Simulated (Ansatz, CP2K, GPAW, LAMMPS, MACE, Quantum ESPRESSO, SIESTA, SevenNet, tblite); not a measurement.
# Running amorphous Hg33S25Se8 (66 atoms) with GPAW, part 2 of 2

How do the settings of GPAW change the result for amorphous Hg33S25Se8 (66 atoms)? A plane-wave run serves as the yardstick.

Program: GPAW 26.7.0; the method stands at each step. Banners, paths, timers and routine set-up lines are dropped from the logs unmarked, and long logs keep their key lines alone; longer cuts are marked.

So far. Step 4 (PBE, LCAO szp(dzp), h 0.2 Å): Against the first run (15 %), the force difference from the reference is 21 %, at 0.66 times the CPU time, with 792 basis functions against 1320: the smaller basis costs accuracy. Step 5 (PBE, LCAO sz(dzp), h 0.2 Å): Against the first run (15 %), the force difference from the reference is 55 %, at 0.44 times the CPU time, with 528 basis functions against 1320: the smaller basis costs accuracy.

**6. PBE, LCAO dzp, h 0.28 Å**

Method: Kohn-Sham DFT, PBE, PAW, atomic orbitals (dzp).

The input, run.py:

```python
import numpy as np
from ase.io import read
from gpaw import GPAW, FermiDirac

atoms = read("structure.xyz")
atoms.calc = GPAW(
    mode="lcao",
    basis="dzp",
    h=0.28,
    xc="PBE",
    kpts={"size": (1, 1, 1), "gamma": True},
    occupations=FermiDirac(0.05),
    maxiter=200,
    symmetry={"point_group": False},
    txt="gpaw.txt",
)
energy = atoms.get_potential_energy(force_consistent=True)
forces = atoms.get_forces()
print(f"energy {energy:.6f} eV")
print("forces (eV/A)")
for i, (a, f) in enumerate(zip(atoms, forces)):
    print(f"{i:4d} {a.symbol:2s} {f[0]:10.5f} {f[1]:10.5f} {f[2]:10.5f}")
print(f"Fermi level {atoms.calc.get_fermi_level():.4f} eV")
for k in range(len(atoms.calc.get_ibz_k_points())):
    for s in range(atoms.calc.get_number_of_spins()):
        e = atoms.calc.get_eigenvalues(kpt=k, spin=s)
        n = np.searchsorted(e, atoms.calc.get_fermi_level())
        print(f"k {k} spin {s} levels about the Fermi level:", np.round(e[max(n - 6, 0):n], 4).tolist(), "|", np.round(e[n:n + 6], 4).tolist())
```

The input, structure.xyz:

```xyz
66
Lattice="12.03400 0.00000 0.00000 0.00000 12.03400 0.00000 0.00000 0.00000 12.03400" Properties=species:S:1:pos:R:3 pbc="T T T"
[... 66 atom lines left out: the same atoms as in the first run ...]
```

The run is started by

```bash
> OMP_NUM_THREADS=1 python run.py > output.txt
```

Numbers of over 12 decimals in the logs are rounded to 6 here.

The log of the run:

```text
energy -101.347079 eV
forces (eV/A)
   0 Hg   -0.19671    0.02601    0.08948
   1 Hg   -0.06931    0.34018   -0.28299
   2 Hg   -0.50157    0.25635   -0.45771
   3 Hg    0.17830   -0.26934    0.67199
   4 Hg   -0.59643    0.30722    0.14077
   5 Hg    0.31590    0.01346    0.13091
[...]
63 Se   -0.18545   -0.09060    0.30012
  64 Se    0.55794    0.30181    0.25021
  65 Se   -0.10350    0.06914   -0.24743
Fermi level 4.5237 eV
k 0 spin 0 levels about the Fermi level: [4.1007, 4.2255, 4.3043, 4.3826, 4.4055, 4.4585] | [4.5713, 4.6439, 4.7678, 4.8491, 4.93, 5.0486]
```

gpaw.txt:

```text
Input parameters:
  mode=LCAO(),
  basis={'default': 'dzp'},
  h=0.28,
  kpts=MonkhorstPack(size=(1, 1, 1), gamma=True),
  maxiter=200,
  occupations=Occupations(name='fermi-dirac', width=0.05, fixmagmom=False),
[... lines left out ...]
  Fermi-Dirac:
[... lines left out ...]
convergence criteria:
- Maximum [total energy] change in last 3 cyles: 0.0005 eV / valence electron
[... lines left out ...]
Converged in 18 steps
[... lines left out ...]
  Free energy:    -101.347079
[... lines left out ...]
Fermi level: 4.524
[... lines left out ...]
|        ... |               |           |
|        479 |        10.903 |     0.000 |
Gap: 0.113 eV
Transition (v -> c):
  (s=0, k=0, n=395, [0.00, 0.00, 0.00]) -> (s=0, k=0, n=396, [0.00, 0.00, 0.00])
No difference between direct/indirect transitions
Force computation time: 13.319  # s
timing:  # [seconds]
  Total:  130.057  # ━━━━━━━━━━━━━━━━━━━━━━━━━━━━━━━━━━━━━━━━━━━━━━━━━━━━━━━━
  Init:     7.951  # ━━━╸
  SCF:    108.763  # ━━━━━━━━━━━━━━━━━━━━━━━━━━━━━━━━━━━━━━━━━━━━━━━
  Forces:  13.319  # ━━━━━╸
```

Wall time 2.2 min (1 thread of Arm Neoverse V2, shared host); peak memory 0.84 GiB.

Numbers from this run, and their distance from the reference:

```
r.m.s. force component                          : 0.3949 eV/Å
r.m.s. difference of force components           : 59.36 meV/Å
longest difference of force vectors             : 230.1 meV/Å
force difference over r.m.s. force              : 14.95 %
slope of forces against the reference's         : 0.9833
correlation of force components                 : 0.9888
energy less the same-level run's                : 157.9 meV/atom
r.m.s. force difference from the same-level run : 32.88 meV/Å
```

This is a coarse setting, run to see what it loses.

Against the first run (15 %), the force difference from the reference is 15 %, at 0.55 times the CPU time.

**7. All runs compared**

Differences are against the plane-wave reference, forces as r.m.s. over components; share is that over the reference's r.m.s. force, slope the least-squares factor from reference forces to these. Total energies of different programs have different zeros and aren't compared.

```csv
run,"Δ force, r.m.s. (meV/Å)",share (%),slope,Δ pressure (GPa),cores,CPU time,memory (GiB)
reference,-,-,-,-,4,2 min,2.7
"GPAW PBE, LCAO dzp, h 0.2 Å",58.1,14.6,0.979,-,1,4 min,1.7
"GPAW PBE, plane waves 450 eV",17.3,4.37,1.008,-0.126,2,12 min,1.8
"GPAW PBE, LCAO szp(dzp), h 0.2 Å (coarse)",81.4,20.5,0.980,-,1,2.7 min,1.6
"GPAW PBE, LCAO sz(dzp), h 0.2 Å (coarse)",220,55.3,0.909,-,1,1.8 min,1.5
"GPAW PBE, LCAO dzp, h 0.28 Å (coarse)",59.4,14.9,0.983,-,1,2.2 min,0.84
```

Rows marked coarse were listed beforehand as settings not expected to be converged; some can still land near the reference.

CPU time is summed over cores on a shared host, where runs went side by side, so it is rough. Symmetry, cutoffs, thresholds, outputs and thread counts weren't matched or tuned between programs; memory under MPI is the largest rank's times the ranks.

Within one program, basis, potentials and functional, energies share a zero. Each run against its twin at the usual cutoff or grid and solver:

```csv
run,twin,Δ energy (meV/atom),"Δ force, r.m.s. (meV/Å)",CPU time over the twin's
"GPAW PBE, LCAO dzp, h 0.28 Å","LCAO dzp, h 0.2 Å",158,32.9,0.55
```

**8. What came out**

| Property | Result |
| --- | --- |
| nearest in forces | GPAW PBE, plane waves 450 eV, 4.4 % |
| its CPU time | 12 min |

**Reading.** PBE on plane waves or a grid with other potentials, cutoffs or grids, coarse settings apart, differs from the reference by 4.4 % (GPAW PBE, plane waves 450 eV) of the r.m.s. force; this holds the reference's own error, so differences of a few per cent don't tell which side is nearer the exact PBE result. The PBE run in local orbitals, coarse settings apart, differs by 15 % (GPAW PBE, LCAO dzp, h 0.2 Å); basis, grid and potentials can all enter. Runs with settings chosen to be coarse differ by 15 % (GPAW PBE, LCAO dzp, h 0.28 Å) to 55 % (GPAW PBE, LCAO sz(dzp), h 0.2 Å), their programs' other errors included. None of the electronic-structure runs in the table takes under half the reference's CPU time of 2 min; they take 0.90 to 6.1 times as much. The potentials hold different valence shells: 938 electrons in the reference, 792 in GPAW; this bears on time and differences. The quench rate of 30 K/ps is many orders above laboratory rates, so the cell is likely richer in defects and strain than a real sample. The network of bonds at the start is that of the classical potential that made the cell, and needn't be the one that DFT or experiment would give. The electronic-structure runs sample only Γ, in a cell whose shortest periodic width is 12 Å, which is coarse for a cell with partly filled levels. Spin–orbit coupling is left out, which matters for the levels of the heavy elements.

[Also dropped from logs without a mark: logging warnings of Python, and SIESTA's first energy breakdown and zero terms.]

[Logs are printed without paths, hosts, clocks, repeated set-up lines and the standing remarks that a program may print on its own settings, such as how far it seeks lower states.]

[Hosts, paths, dates, database ids (printed as entryN), source tags and the programs' standing remarks are cut or masked in the printed files.]
